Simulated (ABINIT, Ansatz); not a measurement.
## Li2SnF6 (P-31m): G0W0 on several meshes in ABINIT

Aim: the GW shift of Li2SnF6 (P-31m) against the k mesh.

Main program and level: ABINIT 10.8.3; PBEsol and many-body steps on it, plane waves.

## 1. Starting point

The structure is trigonal, space group P-31m (No. 162). The conventional cell has a = 4.910 Å, b = 4.910 Å, c = 4.538 Å, α = 90.00°, β = 90.00°, γ = 120.00°. Li has 6 F at 1.99 Å nearest. Nearest to Sn lie 6 F at 1.99 Å. Nearest to F lie 2 Li at 1.99 Å and 1 Sn at 1.99 Å. Farther neighbours and most contacts between anions are not listed.

The cell and positions are those that the Materials Project relaxed with its own functionals (PBE, PBE+U or r2SCAN), kept fixed.

## 2. Empty states on the mesh, 3×3×2 mesh, 202 bands

This step: ABINIT 10.8.3; DFT, PBEsol, plane waves, norm-conserving pseudopotentials.

The sums over transitions need many empty states on a uniform mesh; this step solves for them.

run.abi

```
acell 3*1.0 Angstrom
rprim 
  4.909513934494 -0.000000000024 0.000000000000
  -2.454756967227 4.251763787517 0.000000000000
  0.000000000000 0.000000000000 4.538039080000
ntypat 3
znucl 3 50 9
natom 9
typat 1 1 2 3 3 3 3 3 3
xred 
  0.666666666667 0.333333333333 0.500000000000
  0.333333333333 0.666666666667 0.500000000000
  0.000000000000 0.000000000000 0.000000000000
  0.329091060000 0.329091060000 0.255027190000
  0.670908940000 0.670908940000 0.744972810000
  0.670908940000 0.000000000000 0.255027190000
  0.329091060000 0.000000000000 0.744972810000
  0.000000000000 0.670908940000 0.255027190000
  0.000000000000 0.329091060000 0.744972810000
pp_dirpath "pseudos"
pseudos "Li.upf, Sn.upf, F.upf"
ecut 36
ngkpt 3 3 2
nshiftk 1
shiftk 0 0 0
kptopt 1
chksymbreak 0
iscf -2
irdden 1
istwfk *1
nband 202
nbdbuf 18
tolwfr 1e-09
nstep 60
prtvol 0
indata_prefix "in"
outdata_prefix "out"
tmpdata_prefix "tmp"
```

Launch:

```
> OMP_NUM_THREADS=1 mpirun -n 4 abinit run.abi > log
```

Numbers of over 12 decimals in the logs are rounded to 6 here.

What it wrote:

```text
.Version 10.8.3 of ABINIT. v10.8.2 released Aug 2026.

 Symmetries : space group P-3 1 m (#162); Bravais hP (primitive hexag.)
[... echo of the input left out ...]
== DATASET  1 ==================================================================
-   mpi_nproc: 4, omp_nthreads: 1 (-1 if OMP is not activated)

--- !DatasetInfo
iteration_state: {dtset: 1, }
dimensions: {natom: 9, nkpt: 6, mband: 202, nsppol: 1, nspinor: 1, nspden: 1, mpw: 6636, }
cutoff_energies: {ecut:  36.0, pawecutdg:  -1.0, }
[...]
2.85976    2.87688    2.88119    2.88119    2.90909    2.90909    2.91248    2.95718
   2.96933    2.96960    2.97037    2.97306    2.97657    2.98121    2.98344    2.98463
   2.98916    2.99305
 prteigrs : prtvol=0 or 1, do not print more k-points.

== END DATASET(S) ==============================================================
================================================================================

 -outvars: echo values of variables after computation  --------
            nband         202
             nkpt           6
          spgroup         162
 [... the other variables as echoed above ...]

 Calculation completed.
```

Run time: 2.8 min. Hardware: 4 MPI ranks of Arm Neoverse N1, shared host; peak memory 0.46 GiB; 11 min of CPU time.

Numbers from this step:

```yaml
gap: 5.229 eV
k_of_the_valence_top: 0.3333, 0, 0
k_of_the_conduction_bottom: 0, 0, 0
least_direct_gap: 5.249 eV
k_points_computed: 6
lowest_point_of_the_top_converged_band_above_the_valence_top: 76.7443 eV
```

On this mesh the gap is 5.229 eV.

The density comes from a self-consistent run that is not shown.

## 3. Screening, 3×3×2 mesh, 93 bands, screening to 114.3 eV

The RPA dielectric matrix is built and inverted for each q.

This step: RPA screening on PBEsol, plane waves, norm-conserving pseudopotentials.

Edit run.abi of step 2 so:

```diff
@@ -27,10 +27,11 @@
 chksymbreak 0
-iscf -2
-irdden 1
 istwfk *1
-nband 202
-nbdbuf 18
-tolwfr 1e-09
-nstep 60
-prtvol 0
+occopt 1
+irdwfk 1
+optdriver 3
+nband 93
+ecuteps 4.2
+inclvkb 2
+awtr 1
+symchi 1
 indata_prefix "in"
```

What it wrote:

```text
.Version 10.8.3 of ABINIT. v10.8.2 released Aug 2026.

 Symmetries : space group P-3 1 m (#162); Bravais hP (primitive hexag.)
[... echo of the input left out ...]
== DATASET  1 ==================================================================
-   mpi_nproc: 4, omp_nthreads: 1 (-1 if OMP is not activated)

--- !DatasetInfo
iteration_state: {dtset: 1, }
dimensions: {natom: 9, nkpt: 6, mband: 93, nsppol: 1, nspinor: 1, nspden: 1, mpw: 6636, }
cutoff_energies: {ecut:  36.0, pawecutdg:  -1.0, }
electrons: {nelect:   6.20000000E+01, charge:   0.00000000E+00, occopt:   1.00000000E+00, tsmear:   1.00000000E-02, }

 SCREENING: Calculation of the susceptibility and dielectric matrices

 Based on a program developped by R.W. Godby, V. Olevano, G. Onida, and L. Reining.
 Incorporated in ABINIT by V. Olevano, G.-M. Rignanese, and M. Torrent.
.Using double precision arithmetic ; gwpc =  8

[... cell and pseudopotentials left out ...]
--------------------------------------------------------------------------------

 ==== K-mesh for the wavefunctions ====
 Number of points in the irreducible wedge :     6
[... list of points left out ...]
 Together with 12 symmetry operations and time-reversal symmetry
 yields    18 points in the full Brillouin Zone.

 ==== Q-mesh for the screening function ====
 Number of points in the irreducible wedge :     6
[... list of points left out ...]
 Together with 12 symmetry operations and time-reversal symmetry
 yields    18 points in the full Brillouin Zone.

 setmesh: FFT mesh size selected  =    30x   30x   32
          total number of points  =        28800

 vcoul_init : cutoff-mode = AUXILIARY_FUNCTION
 q-points for optical limit:   1
     1)      0.000010    0.000020    0.000030

- screening: taking advantage of time-reversal symmetry
- Maximum band index for partially occupied states nbvw = 31
- Remaining bands to be divided among processors   nbcw = 62
- Number of bands treated by each node ~15

 Number of electrons calculated from density =   62.0000; Expected =   62.0000
 average of density, n =  0.096988
 r_s =    1.3502
 omega_plasma =   30.0411 [eV]

 calculating chi0 at frequencies [eV] :
  1    0.000000E+00    0.000000E+00
  2    0.000000E+00    3.004106E+01

--------------------------------------------------------------------------------
  q-point number  1        q = ( 0.000000, 0.000000, 0.000000) [r.l.u.]
--------------------------------------------------------------------------------
[... chi0 elements left out ...]
 For q-point:  0.000010 0.000020 0.000030
  dielectric constant =   2.2156
  dielectric constant without local fields =   2.3765

  Average fulfillment of the sum rule on Im[epsilon] for q-point    1 :     34.88  [%]
[... wings left out ...]
  q-point number  2        q = ( 0.333333, 0.000000, 0.000000) [r.l.u.]
--------------------------------------------------------------------------------
[... chi0 elements left out ...]
  Average fulfillment of the sum rule on Im[epsilon] for q-point    2 :     44.38  [%]

 [... 4 further q-points ...]
```

Elapsed: 59 s, on 4 MPI ranks; peak memory 1.1 GiB; 3.9 min of CPU time.

This step gave:

| Quantity | Value |
| --- | --- |
| ε∞ with local fields, on this mesh, along the program's q direction | 2.216 |
| the same without local fields | 2.377 |
| plasma frequency | 30.04 eV |
| plane waves in the screening matrix | 253 |

Local fields lower ε∞ by 7 %. On a Γ-centred mesh this coarse the value itself is usually too large, while a short band sum pulls it down.

## 4. 3×3×2

The self-energy is evaluated for the states that the input lists, and the levels follow from it, in one-shot runs by the linearised quasiparticle equation.

This step: G0W0 on PBEsol, plane waves, norm-conserving pseudopotentials.

Edit run.abi of step 3 so:

```diff
@@ -30,8 +30,17 @@
 irdwfk 1
-optdriver 3
+optdriver 4
 nband 93
+gwcalctyp 0
+ecutsigx 36
+symsigma 1
+nkptgw 2
+kptgw 
+  0.3333333333 0.0000000000 0.0000000000
+  0.0000000000 0.0000000000 0.0000000000
+bdgw 
+  30 33
+  29 33
 ecuteps 4.2
-inclvkb 2
-awtr 1
-symchi 1
+irdscr 1
+ppmodel 1
 indata_prefix "in"
```

What it wrote:

```text
.Version 10.8.3 of ABINIT. v10.8.2 released Aug 2026.

 Symmetries : space group P-3 1 m (#162); Bravais hP (primitive hexag.)
[... echo of the input left out ...]
== DATASET  1 ==================================================================
-   mpi_nproc: 4, omp_nthreads: 1 (-1 if OMP is not activated)

--- !DatasetInfo
iteration_state: {dtset: 1, }
dimensions: {natom: 9, nkpt: 6, mband: 93, nsppol: 1, nspinor: 1, nspden: 1, mpw: 6636, }
cutoff_energies: {ecut:  36.0, pawecutdg:  -1.0, }
electrons: {nelect:   6.20000000E+01, charge:   0.00000000E+00, occopt:   1.00000000E+00, tsmear:   1.00000000E-02, }

 SIGMA: Calculation of the GW corrections

 Based on a program developped by R.W. Godby, V. Olevano, G. Onida, and L. Reining.
 Incorporated in ABINIT by V. Olevano, G.-M. Rignanese, and M. Torrent.
.Using double precision arithmetic ; gwpc =  8

[... cell and pseudopotentials left out ...]
--------------------------------------------------------------------------------

 ==== K-mesh for the wavefunctions ====
 Number of points in the irreducible wedge :     6
[... list of points left out ...]
 Together with 12 symmetry operations and time-reversal symmetry
 yields    18 points in the full Brillouin Zone.

 ==== Q-mesh for screening function ====
 Number of points in the irreducible wedge :     6
[... list of points left out ...]
 Together with 12 symmetry operations and time-reversal symmetry
 yields    18 points in the full Brillouin Zone.

 vcoul_init : cutoff-mode = AUXILIARY_FUNCTION
 q-points for optical limit:   1
     1)      0.000010    0.000020    0.000030
 setmesh: FFT mesh size selected  =    45x   45x   48
          total number of points  =        97200

 Number of electrons calculated from density =   62.0000; Expected =   62.0000
 average of density, n =  0.096988
 r_s =    1.3502
 omega_plasma =   30.0411 [eV]

 === KS Band Gaps ===
  >>>> For spin  1
   Minimum direct gap =   5.2491 [eV], located at k-point      :   0.0000  0.0000  0.0000
   Fundamental gap    =   5.2291 [eV], Top of valence bands at :   0.3333  0.0000  0.0000
                                       Bottom of conduction at :   0.0000  0.0000  0.0000
 SIGMA fundamental parameters:
 PLASMON POLE MODEL  1
 number of plane-waves for SigmaX                 6587
 number of plane-waves for SigmaC and W            253
 number of plane-waves for wavefunctions          6587
 number of bands                                    93
 number of independent spin polarizations            1
 number of spinorial components                      1
 number of k-points in IBZ                           6
 number of q-points in IBZ                           6
 number of symmetry operations                      12
 number of k-points in BZ                           18
 number of q-points in BZ                           18
 number of frequencies for dSigma/dE                 9
 frequency step for dSigma/dE [eV]                0.25
 number of omega for Sigma on real axis              0
 max omega for Sigma on real axis  [eV]           0.00
 zcut for avoiding poles [eV]                     0.10

 EPSILON^-1 parameters (SCR file):
 dimension of the eps^-1 matrix on file            253
 dimension of the eps^-1 matrix used               253
 number of plane-waves for wavefunctions          6587
 number of bands                                    93
 number of q-points in IBZ                           6
 number of frequencies                               2
 number of real frequencies                          1
 number of imag frequencies                          1

 matrix elements of self-energy operator (all in [eV])

 Perturbative Calculation

--- !SelfEnergy_ee
iteration_state: {dtset: 1, }
kpoint     : [   0.333,    0.000,    0.000, ]
spin       : 1
KS_gap     :    6.037
QP_gap     :   10.322
Delta_QP_KS:    4.285
data: !SigmaeeData |
     Band     E0 <VxcDFT>   SigX SigC(E0)      Z dSigC/dE  Sig(E)    E-E0       E
       30  -0.842 -22.670 -30.547   5.497   0.813  -0.231 -24.604  -1.934  -2.776
       31  -0.698 -22.820 -30.754   5.561   0.812  -0.231 -24.747  -1.927  -2.625
       32   5.339 -18.184 -13.495  -1.951   0.861  -0.161 -15.826   2.358   7.697
       33   9.720 -14.006  -8.909  -2.617   0.872  -0.146 -11.843   2.163  11.883

--- !SelfEnergy_ee
iteration_state: {dtset: 1, }
kpoint     : [   0.000,    0.000,    0.000, ]
spin       : 1
KS_gap     :    5.249
QP_gap     :    9.264
Delta_QP_KS:    4.015
data: !SigmaeeData |
     Band     E0 <VxcDFT>   SigX SigC(E0)      Z dSigC/dE  Sig(E)    E-E0       E
       29  -0.854 -22.768 -30.553   5.440   0.813  -0.230 -24.674  -1.906  -2.760
       30  -0.854 -22.768 -30.553   5.440   0.813  -0.230 -24.674  -1.906  -2.760
       31  -0.718 -22.877 -30.733   5.514   0.812  -0.231 -24.780  -1.903  -2.621
       32   4.531 -16.624 -12.130  -2.063   0.869  -0.151 -14.512   2.112   6.643
       33  10.132 -12.029  -6.840  -2.878   0.882  -0.134  -9.991   2.039  12.171

== END DATASET(S) ==============================================================
================================================================================

 -outvars: echo values of variables after computation  --------
           etotal      0.0000000000E+00
            nband          93
             nkpt           6
          spgroup         162
 [... the other variables as echoed above ...]

 Calculation completed.
```

Wall time 16 s (4 MPI ranks); peak memory 0.88 GiB; 65 s of CPU time.

Numbers from this step:

```yaml
g0w0_gap_on_the_points_computed: 9.264 eV
starting_gap_on_the_mesh: 5.229 eV
k_of_the_valence_top: 0, 0, 0
k_of_the_conduction_bottom: 0, 0, 0
z_at_the_valence_top: 0.812
z_at_the_conduction_bottom: 0.869
least_direct_g0w0_gap_on_the_computed_points: 9.264 eV
```

The gap on the mesh goes from 5.23 eV to 9.26 eV, a correction of +4.03 eV.

## 5. Empty states on the mesh, 3×3×4 mesh, 101 bands

This step: DFT, PBEsol, plane waves, norm-conserving pseudopotentials.

Edit run.abi of step 4 so:

```diff
@@ -22,3 +22,3 @@
 ecut 36
-ngkpt 3 3 2
+ngkpt 3 3 4
 nshiftk 1
@@ -27,20 +27,10 @@
 chksymbreak 0
+iscf -2
+irdden 1
 istwfk *1
-occopt 1
-irdwfk 1
-optdriver 4
-nband 93
-gwcalctyp 0
-ecutsigx 36
-symsigma 1
-nkptgw 2
-kptgw 
-  0.3333333333 0.0000000000 0.0000000000
-  0.0000000000 0.0000000000 0.0000000000
-bdgw 
-  30 33
-  29 33
-ecuteps 4.2
-irdscr 1
-ppmodel 1
+nband 101
+nbdbuf 8
+tolwfr 1e-09
+nstep 60
+prtvol 0
 indata_prefix "in"
```

What it wrote:

```text
.Version 10.8.3 of ABINIT. v10.8.2 released Aug 2026.

 Symmetries : space group P-3 1 m (#162); Bravais hP (primitive hexag.)
[... echo of the input left out ...]
== DATASET  1 ==================================================================
-   mpi_nproc: 4, omp_nthreads: 1 (-1 if OMP is not activated)

--- !DatasetInfo
iteration_state: {dtset: 1, }
dimensions: {natom: 9, nkpt: 10, mband: 101, nsppol: 1, nspinor: 1, nspden: 1, mpw: 6636, }
cutoff_energies: {ecut:  36.0, pawecutdg:  -1.0, }
[...]
1.35777    1.38170    1.38170    1.39728    1.39728    1.48570    1.48570    1.49122
   1.50355    1.51768    1.52938    1.52938    1.53869    1.53869    1.54626    1.58592
   1.60704    1.60704    1.64205    1.74746    1.74755
 prteigrs : prtvol=0 or 1, do not print more k-points.

== END DATASET(S) ==============================================================
================================================================================

 -outvars: echo values of variables after computation  --------
            nband         101
             nkpt          10
          spgroup         162
 [... the other variables as echoed above ...]

 Calculation completed.
```

Wall time 1.7 min (4 MPI ranks); peak memory 0.42 GiB; 6.7 min of CPU time.

This step gave:

```
gap                                                           : 5.229 eV
k of the valence top                                          : 0.3333, 0, 0
k of the conduction bottom                                    : 0, 0, 0
least direct gap                                              : 5.249 eV
k points computed                                             : 10
lowest point of the top converged band, above the valence top : 42.57 eV
```

On this mesh the gap is 5.229 eV.

## 6. Screening, 3×3×4 mesh, 93 bands, screening to 114.3 eV

This step: RPA screening on PBEsol, plane waves, norm-conserving pseudopotentials.

Edit run.abi of step 5 so:

```diff
@@ -27,10 +27,11 @@
 chksymbreak 0
-iscf -2
-irdden 1
 istwfk *1
-nband 101
-nbdbuf 8
-tolwfr 1e-09
-nstep 60
-prtvol 0
+occopt 1
+irdwfk 1
+optdriver 3
+nband 93
+ecuteps 4.2
+inclvkb 2
+awtr 1
+symchi 1
 indata_prefix "in"
```

What it wrote:

```text
.Version 10.8.3 of ABINIT. v10.8.2 released Aug 2026.

 Symmetries : space group P-3 1 m (#162); Bravais hP (primitive hexag.)
[... echo of the input left out ...]
== DATASET  1 ==================================================================
-   mpi_nproc: 4, omp_nthreads: 1 (-1 if OMP is not activated)

--- !DatasetInfo
iteration_state: {dtset: 1, }
dimensions: {natom: 9, nkpt: 10, mband: 93, nsppol: 1, nspinor: 1, nspden: 1, mpw: 6636, }
cutoff_energies: {ecut:  36.0, pawecutdg:  -1.0, }
electrons: {nelect:   6.20000000E+01, charge:   0.00000000E+00, occopt:   1.00000000E+00, tsmear:   1.00000000E-02, }

 SCREENING: Calculation of the susceptibility and dielectric matrices

 Based on a program developped by R.W. Godby, V. Olevano, G. Onida, and L. Reining.
 Incorporated in ABINIT by V. Olevano, G.-M. Rignanese, and M. Torrent.
.Using double precision arithmetic ; gwpc =  8

[... cell and pseudopotentials left out ...]
--------------------------------------------------------------------------------

 ==== K-mesh for the wavefunctions ====
 Number of points in the irreducible wedge :    10
[... list of points left out ...]
 Together with 12 symmetry operations and time-reversal symmetry
 yields    36 points in the full Brillouin Zone.

 ==== Q-mesh for the screening function ====
 Number of points in the irreducible wedge :    10
[... list of points left out ...]
 Together with 12 symmetry operations and time-reversal symmetry
 yields    36 points in the full Brillouin Zone.

 setmesh: FFT mesh size selected  =    30x   30x   32
          total number of points  =        28800

 vcoul_init : cutoff-mode = AUXILIARY_FUNCTION
 q-points for optical limit:   1
     1)      0.000010    0.000020    0.000030

- screening: taking advantage of time-reversal symmetry
- Maximum band index for partially occupied states nbvw = 31
- Remaining bands to be divided among processors   nbcw = 62
- Number of bands treated by each node ~15

 Number of electrons calculated from density =   62.0000; Expected =   62.0000
 average of density, n =  0.096988
 r_s =    1.3502
 omega_plasma =   30.0411 [eV]

 calculating chi0 at frequencies [eV] :
  1    0.000000E+00    0.000000E+00
  2    0.000000E+00    3.004106E+01

--------------------------------------------------------------------------------
  q-point number  1        q = ( 0.000000, 0.000000, 0.000000) [r.l.u.]
--------------------------------------------------------------------------------
[... chi0 elements left out ...]
 For q-point:  0.000010 0.000020 0.000030
  dielectric constant =   2.2106
  dielectric constant without local fields =   2.3715

  Average fulfillment of the sum rule on Im[epsilon] for q-point    1 :     34.91  [%]
[... wings left out ...]
  q-point number  2        q = ( 0.333333, 0.000000, 0.000000) [r.l.u.]
--------------------------------------------------------------------------------
[... chi0 elements left out ...]
  Average fulfillment of the sum rule on Im[epsilon] for q-point    2 :     44.38  [%]

 [... 8 further q-points ...]
```

Run time: 2.3 min. Hardware: 4 MPI ranks; peak memory 1.5 GiB; 9.3 min of CPU time.

Numbers from this step:

```yaml
eps_infinity_with_local_fields_on_this_mesh_along_the_program_s_q_direction: 2.211
the_same_without_local_fields: 2.372
plasma_frequency: 30.04 eV
plane_waves_in_the_screening_matrix: 253
```

(Continued in part 2 of 2.)

[Paths, hosts, dates, memory and timing lines, banners, echoed tables and standing remarks are left out of the program output.]

[Logs are printed without paths, hosts, clocks, repeated set-up lines and the standing remarks that a program may print on its own settings, such as how far it seeks lower states.]

[Runs of the session that timed out or met a known fault of the program may be left out.]

[No measured gap is set beside runs whose start may be inverted or whose files or cutoffs have a known fault.]

[Hosts, paths, dates, database ids (printed as entryN), source tags and the programs' standing remarks are cut or masked in the printed files.]

[G0W0 gaps are taken among the corrected bands and points alone; a level outside them can change the order at an edge.]

[Where Ansatz stands beside ABINIT at settings called matched, ABINIT's density can come from a denser mesh and the files from another edition; pairs whose starting gaps differed by over 0.03 eV were left out, so agreement reads better than it is.]
